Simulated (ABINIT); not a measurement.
## CsPbI2Br (P4/mmm): a self-consistent loop beyond G0W0, cycle by cycle

The structure is tetragonal, space group P4/mmm (No. 123). The conventional cell has a = 6.375 Å, b = 6.375 Å, c = 5.962 Å, α = 90.00°, β = 90.00°, γ = 90.00°. Nearest to Cs lie 8 I at 4.36 Å and 4 Br at 4.51 Å. Pb has 2 Br at 2.98 Å and 4 I at 3.19 Å nearest. Nearest to I lie 2 Pb at 3.19 Å and 4 Cs at 4.36 Å. Nearest to Br lie 2 Pb at 2.98 Å and 4 Cs at 4.51 Å. Farther neighbours, and contacts between anions beyond the nearest, are not listed.

* method: RPA screening on PBE from quasiparticle energies and orbitals, plane waves, norm-conserving pseudopotentials (and 4 further levels or steps)
* program: ABINIT 10.8.3
* settings: cutoff 34 Ha, PseudoDojo scalar-relativistic 0.4 stringent, norm-conserving, potential set dojo-sr-pbe-0.4-stringent, ngkpt (2, 2, 2), nband 148, ecuteps 3.2 Ha, gwcalctyp 28, inclvkb 2, shiftk (0, 0, 0), symchi 1, awtr 1, frequency ppm, cycle 6, q points all but q = 0, 2×2×2 k-mesh
* cost: 19 runs, 48 min in all on 4 MPI ranks of Intel Xeon Platinum 8375C at 2.90GHz (Ice Lake), shared host
* notes: The program’s warnings: nkpt*nsppol () is not a multiple of nproc spkpt (). The cell and positions are those that the Materials Project relaxed with its own functionals (PBE, PBE+U or r2SCAN), kept fixed. Limits: no spin-orbit coupling. The 2×2×2 mesh is coarse for this cell, which bears on the long-range parts of exchange and screening.
* G0W0: 2.523 eV
* QSGW, cycle 1: 2.647 eV
* QSGW, cycle 2: 2.875 eV
* QSGW, cycle 3: 2.912 eV
* QSGW, cycle 4: 2.900 eV
* QSGW, cycle 5: 2.885 eV
* QSGW, cycle 6: 2.872 eV
* known limits: short of the basis limit; no spin-orbit coupling; coarse k mesh

Only the bands that the input lists are updated; the higher empty ones keep the functional's energies. QSGW ends at 2.87 eV, +0.35 eV from G0W0, after 6 cycles that took 38 min beside the first screening; the last moved the gap by 0.013 eV.

[Paths, hosts, dates, memory and timing lines, banners, echoed tables and standing remarks are left out of the program output; an Ansatz launch command may be rebuilt from the run's recorded settings. Measured values are a selection of at most five: reports struck by readers or far from the other reports are left out. None is set beside runs whose start may be inverted or whose files or cutoffs have a known fault.]

[Runs of the session that timed out or met a known fault of the program may be left out.]

[Hosts, paths, dates, database ids (printed as entryN), source tags and the programs' standing remarks are cut or masked in the printed files.]

[G0W0 gaps are taken among the corrected bands and points alone; a level outside them can change the order at an edge.]

[Where Ansatz stands beside ABINIT at settings called matched, ABINIT's density can come from a denser mesh and the files from another edition; pairs whose starting gaps differed by over 0.03 eV were left out, so agreement reads better than it is.]
